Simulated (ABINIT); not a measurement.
An input for ABINIT 10.8.3 (MgH2 (P4_2/mnm)):

```
acell 3*1.0 Angstrom
rprim 
  4.516800000000 0.000000000000 0.000000000000
  0.000000000000 4.516800000000 0.000000000000
  0.000000000000 0.000000000000 3.020500000000
ntypat 2
znucl 12 1
natom 6
typat 1 1 2 2 2 2
xred 
  0.000000000000 0.000000000000 0.000000000000
  0.500000000000 0.500000000000 0.500000000000
  0.306000000000 0.306000000000 0.000000000000
  0.194000000000 0.806000000000 0.500000000000
  0.694000000000 0.694000000000 0.000000000000
  0.806000000000 0.194000000000 0.500000000000
pp_dirpath "pseudos"
pseudos "Mg.upf, H.upf"
ecut 38
ngkpt 4 4 4
nshiftk 1
shiftk 0 0 0
kptopt 1
chksymbreak 0
istwfk *1
occopt 1
irdwfk 1
optdriver 3
nband 93
ecuteps 5
inclvkb 2
awtr 1
symchi 1
indata_prefix "in"
outdata_prefix "out"
tmpdata_prefix "tmp"
```

```sh
OMP_NUM_THREADS=1 mpirun -n 4 abinit run.abi > log
```

**Question.** Estimate wall time and host memory on 4 MPI ranks of Arm Neoverse V1, shared host.

It took 91 s; on shared hardware allow 45 s to 3 min. Peak host memory was 1.6 GiB.

[Paths, hosts, dates, memory and timing lines, banners, echoed tables and standing remarks are left out of the program output.]

[Logs are printed without paths, hosts, clocks, repeated set-up lines and the standing remarks that a program may print on its own settings, such as how far it seeks lower states.]

[Runs of the session that timed out or met a known fault of the program may be left out.]

[Hosts, paths, dates, database ids (printed as entryN), source tags and the programs' standing remarks are cut or masked in the printed files.]

[G0W0 gaps are taken among the corrected bands and points alone; a level outside them can change the order at an edge.]

[Where Ansatz stands beside ABINIT at settings called matched, ABINIT's density can come from a denser mesh and the files from another edition; pairs whose starting gaps differed by over 0.03 eV were left out, so agreement reads better than it is.]
